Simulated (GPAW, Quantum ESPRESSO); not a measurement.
The F K edge of atom 2 in ScF3 (Pm-3m), with 2 Sc at 2.01 Å (linear, site symmetry 4/mmm), was computed in 2 ways: full core hole (charged cell) and no core hole. Program and functional: GPAW, LDA, Gaussian full width 0.9 eV up to 4 eV, rising linearly to 3.5 eV at 25 eV; cells of 4 and 8 atoms (the run without a hole in the smaller).

Each run is counted from its own lowest empty level or Fermi level and scaled to a mean of 1 over its first 20 eV.

```tsv
E (eV)	run 1	run 2
-2.00	0.00	0.00
-1.25	0.00	0.00
-0.50	0.03	0.04
0.25	0.64	0.87
1.00	2.10	1.33
1.75	0.97	0.78
2.50	0.66	0.95
3.25	1.07	1.23
4.00	1.76	1.04
4.75	0.91	0.57
5.50	0.48	0.61
6.25	0.67	0.88
7.00	0.82	1.01
7.75	0.74	0.99
8.50	0.83	1.14
9.25	1.13	1.50
10.00	1.36	1.73
10.75	1.71	1.80
11.50	1.79	1.54
12.25	1.47	1.07
13.00	1.05	0.72
13.75	0.69	0.54
14.50	0.54	0.51
15.25	0.56	0.55
16.00	0.59	0.59
16.75	0.61	0.65
17.50	0.69	0.79
18.25	0.87	1.02
19.00	1.06	1.24
19.75	1.14	1.29
20.50	1.03	1.11
21.25	0.80	0.83
22.00	0.57	0.57
22.75	0.42	0.44
23.50	0.35	0.41
24.25	0.35	0.46
25.00	0.40	0.58
25.75	0.48	0.75
26.50	0.59	0.96
27.25	0.70	1.19
28.00	0.81	1.40
28.75	0.91	1.57
29.50	1.01	1.67
30.25	1.11	1.71
31.00	1.21	1.69
31.75	1.29	1.63
```

**Question.** Which run is which?

Run 1: no core hole (area from −2 to 6 eV 6.5, main maxima 1.1 eV (2.11), 4.0 eV (1.76), 11.2 eV (1.82) and 19.7 eV (1.14)). Run 2: full core hole (charged cell) (area from −2 to 6 eV 5.7, main maxima 0.8 eV (1.43), 3.5 eV (1.31), 10.6 eV (1.81) and 19.5 eV (1.30)). With each curve scaled to its own mean, the area from −2 to 6 eV with the hole is 5.7 against 6.5, and the centre of weight from −1 to 20 eV moves by +0.3 eV (first and strongest maxima below 20 eV: 1.1 eV (2.11), 4.0 eV (1.76) and 11.2 eV (1.82) without the hole, 0.8 eV (1.43), 3.5 eV (1.31) and 10.6 eV (1.81) with it): the weight at the onset falls, probably as the absorber's own filled states drop away from the neighbours' empty ones and mix less with them.

[Banner, clock and machine lines of the logs are left out without a mark of their own.]

[Logs are printed without paths, hosts, clocks, repeated set-up lines and the standing remarks that a program may print on its own settings, such as how far it seeks lower states.]

[Hosts, paths, dates, database ids (printed as entryN), source tags and the programs' standing remarks are cut or masked in the printed files.]

[Lists of maxima count a maximum above −3 eV only where it reaches 4 % of the highest in the window and stands out from its surroundings by 2 % of it (1.5 % where it reaches 55 %); shoulders and weaker maxima are passed over, and of the rest the first, up to two pre-edge ones and the few strongest are named.]
